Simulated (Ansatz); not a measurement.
**TaSi2 (P6_222): the Drude term of Re ε in the infrared**

Re ε of TaSi2 (P6_222) along x at low photon energies is read from one computed spectrum; the carriers' damping was typed as γ = 0.03 eV. x, y and z are the Cartesian axes of the input cell.

Symmetry: P6_222, No. 180, hexagonal system. Conventional cell: a = 4.780 Å, b = 4.780 Å, c = 6.564 Å, α = 90.00°, β = 90.00°, γ = 120.00°. Ta on site d has 10 Si at 2.59 to 2.76 Å as nearest neighbours. Around Si on site j lie 5 Si at 2.59 to 2.76 Å and 5 Ta at 2.59 to 2.76 Å.

Method: Ansatz 0.2.0, PBE, independent particles, k-mesh 6×6×3 with interpolation inside its cells, Gaussian parameter 0.1 eV.

Launch of the response step: `ansatz run input.yaml --threads 4 --pin off --max-ram 8192MiB --backend cpu --events-out ev --progress --plain --runs-dir out`. The run took 3.7 min, on 4 threads of AMD EPYC 7R43 64-Core Processor (Zen 3), with other jobs on the host.

| photon energy E (eV) | wavelength (µm) | Re ε |
| --- | --- | --- |
| 0.25 | 4.96 | -115.5 |
| 0.30 | 4.13 | -81.2 |
| 0.35 | 3.54 | -63.6 |
| 0.40 | 3.10 | -52.6 |
| 0.50 | 2.48 | -34.8 |
| 0.60 | 2.07 | -20.1 |
| 0.70 | 1.77 | ? |

A Drude term over a constant background gives Re ε = ε_b − ωp²/(E² + γ²), linear in 1/(E² + γ²).

Working, on the rows shown:

| x = 1/(E² + γ²) (eV⁻²) | y = Re ε |
| --- | --- |
| 15.7729 | -115.5 |
| 11.0011 | -81.2 |
| 8.10373 | -63.6 |
| 6.21504 | -52.6 |
| 3.98565 | -34.8 |
| 2.77085 | -20.1 |

Means: x̄ = 7.9749, ȳ = -61.3. Σ(x − x̄)(y − ȳ) = -818.6, Σ(x − x̄)² = 116.1. Slope = -818.6 / 116.1 = -7.052; intercept = ȳ − slope · x̄ = -5.059. The line misses the rows shown by at most 4.5.

What does the fit predict for the withheld row, and how well does it do?

At x = 2.0371 the line gives y = -19.425. The run gave -9.0, so the extrapolation is off by 10, 10 % of the range in the table. Beyond its data the fit drifts from the curve.

Refitted with all rows, the slope is -7.415 and the intercept -0.98508. These give ωp = √(−slope) = 2.72 eV, against 3.39 eV from the program's Fermi-surface sum, and an intercept of -1.0. Taking the program's Drude term off the rows leaves 65 at the lowest energy and 14 at the highest, so the background isn't constant: interband transitions lie in or near the window, and neither fitted number can be trusted. The cell comes from an older database entry, whose edges can be off by a per cent or so. The values come from a sum over the points of one k-mesh and carry its error, which is largest for Fermi-surface quantities. Spin-orbit coupling is left out.
